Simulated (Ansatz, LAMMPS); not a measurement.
# Ga2O3 with crystalline order left by the classical run (65 atoms) under strain: runs compared

How stiff is Ga2O3 with crystalline order left by the classical run (65 atoms), and how do its levels respond to strain?

Computed with Ansatz 0.2.0: Kohn-Sham DFT, PBEsol, PAW (set soft_1), plane waves.

### Step 1. The cell as built

The cell holds 65 atoms: 26 Ga and 39 O. Its edges and angles: a = 8.720 Å, b = 8.720 Å, c = 8.720 Å, α = 90.0°, β = 90.0°, γ = 90.0°. 65 atoms (26 Fe, 39 O) placed at random at 4.44 g/cm³, melted at 5000 K for 10 ps at fixed volume with the Morse and Coulomb pair potential with partial charges (Pedone, Malavasi, Menziani, Cormack and Segre, J. Phys. Chem. B 110, 11780 (2006)). Quenched from 5000 K to 300 K at 100 K/ps and fixed volume, held 10 ps at zero pressure, then minimised at fixed cell. Then Fe was replaced by Ga and the cell scaled by 1.003 (the potential has no terms for the new elements, so the cell is a start for a DFT relaxation).

Limits known from the start: The quench rate of 100 K/ps far exceeds what a furnace or splat quench reaches, so expect more defects and frozen-in strain than in a real sample. The network of bonds at the start is that of the classical potential that made the cell, and needn't be the one that DFT or experiment would give. Only the Γ point is sampled.

### Step 2. The reference run

The reference is a single point at the end of the relaxation.

Every strained cell starts from the geometry of this run, and its atoms are relaxed with the cell held.

Its input, with most atom lines left out:

```yaml
crystal:
  lattice:
    - [8.75742, 0.1133, -0.13889]
    - [0.1133, 8.98193, 0.10646]
    - [-0.13889, 0.10646, 8.8809]
  atoms:
    - { symbol: Ga, position: [0.83301, 0.95786, 0.839] }
    - { symbol: Ga, position: [0.37295, 0.1532, 0.50938] }
    - { symbol: Ga, position: [0.87468, 0.65764, 0.98419] }
    - { symbol: Ga, position: [0.59456, 0.45109, 0.11642] }
    - { symbol: Ga, position: [0.84177, 0.67827, 0.64687] }
    - { symbol: Ga, position: [0.76332, 0.00855, 0.46737] }
    - { symbol: Ga, position: [0.09558, 0.94432, 0.61143] }
    [... atom lines 8 to 65 left out ...]
kpoints:
  mp_grid: { grid: [1, 1, 1] }
hamiltonian:
  xc: pbesol
  pseudopotentials: { kind: paw, azcp: { folder: soft_1 }, xc_functional: pbe }
scf:
  occupations: { method: fixed }
output:
  forces: true
  stress: true
  populations: true
  dos:
    method: { smearing: { sigma: 0.15 } }
    de: 0.1
    projected: { site_lists: { Ga: [Ga], O: [O] } }
  eigenvalues: true
  write_density: true
  write_potential: true
  volumetric_format: npy
```

```
free energy per atom   : -1834.0941 eV/atom
r.m.s. force component : 0.00188 eV/Å
pressure               : 0.009798 GPa
```

Filled and empty levels are parted by 1.82 eV (at Γ alone); a semilocal functional tends to put such gaps too low. In a disordered cell it changes from sample to sample, and tail or defect levels can set it.

### Step 3. The runs

Each row is one run, on 4 threads of Arm Neoverse V2, shared host. The free energy is the program's total, comparable only between runs with the same functional, potentials and atoms.

```csv
run,atoms,outcome,"ionic steps, all passes",free energy (eV),time,host memory (GiB)
Single point at the start,65,converged,-,-119212.042,8 s,0.91
Cell and atoms relaxed,65,converged,21,-119216.116,2.2 min,0.94
Single point at the relaxed geometry,65,converged,-,-119216.116,12 s,0.99
Volume -3 %,65,converged,5,-119215.876,39 s,0.99
Volume +3 %,65,converged,6,-119215.899,46 s,1.0
Volume -6 %,65,converged,7,-119215.170,54 s,0.97
Volume +6 %,65,converged,10,-119215.392,93 s,1.1
Volume -10 %,65,converged,8,-119212.943,59 s,0.95
Stretched by 1 % along x,65,converged,4,-119216.077,36 s,1.0
Compressed by 1 % along x,65,converged,4,-119216.072,34 s,1.0
Sheared by 2 % in xy,65,converged,3,-119216.052,24 s,1.0
```

In some runs the program notes that the SCF threshold is loose for the stress.

### Step 4. Pressure against volume

Atoms are relaxed at each volume, in the scaled cell.

```csv
volume change (%),volume (Å³/atom),energy change (meV/atom),pressure (GPa),largest move on relaxing (Å),bonds,gap (eV)
-10,9.667,48.80,17.17,0.56,143,2.31
-6,10.097,14.55,8.71,0.59,139,2.05
-3,10.419,3.69,3.91,0.19,138,1.96
+0,10.741,0.00,0.01,-,137,1.82
+3,11.063,3.33,-3.26,0.14,136,1.67
+6,11.386,11.13,-5.55,0.75,134,1.83
```

### Step 5. Uniaxial strain and shear

Stress (GPa, compression positive) less that of the relaxed cell, atoms relaxed:

```csv
strain,xx,yy,zz,xy,energy change (meV/atom)
stretched by 1 % along x,-1.801,-0.829,-0.933,-0.073,0.60
compressed by 1 % along x,2.074,0.934,1.028,0.071,0.67
sheared by 2 % in xy,-0.061,0.360,0.136,-1.546,0.98
```

### Step 6. Findings

The bulk modulus, from the slope of pressure against ln V over the three points nearest the relaxed volume, is 119 GPa; a quadratic over all points gives a pressure derivative of about 7.3. The count of bonds runs from 134 to 143 over the series, so at some points contacts cross the cutoffs. At -10 %, -6 % and +6 % some atom moved by over 0.5 Å on relaxing, so those points may sit in another local minimum. The gap goes from 2.31 eV at the smallest volume to 1.83 eV at the largest, -3.4 eV per unit of ln V by a straight line, not monotonically (lowest 1.67, highest 2.31 eV), on the run's k-points. In the Cartesian axes of the cell, finite differences give C11 = 194, C12 = 88.1, C13 = 98.1 and C66 = 77.3 GPa (the shear of 2 % is the engineering strain, εxy = 0.01). The mean of C11, C12 and C13, which equals the bulk modulus in a cubic or isotropic solid, is 127 GPa: it agrees with the bulk modulus within 10 %. For an isotropic solid C66 would equal (C11 − C12)/2 = 52.8 GPa; so small a sample needn't be isotropic, and C66 rests on one shear. The two differ too much for isotropic moduli to be formed.

Caveats: Strains are finite and relaxations stop at the force tolerance of the input, which can leave moduli too stiff; they are those of a static cell at zero temperature. Volumes are changed with the cell's shape held, so in an anisotropic solid the modulus lies over the one under free hydrostatic load. The program notes that the SCF threshold of the relaxations is loose for the stress.

The DFT runs together took 8.9 min of wall time.

[Logs are printed without paths, hosts, clocks, repeated set-up lines and the standing remarks that a program may print on its own settings, such as how far it seeks lower states.]

[Hosts, paths, dates, database ids (printed as entryN), source tags and the programs' standing remarks are cut or masked in the printed files.]
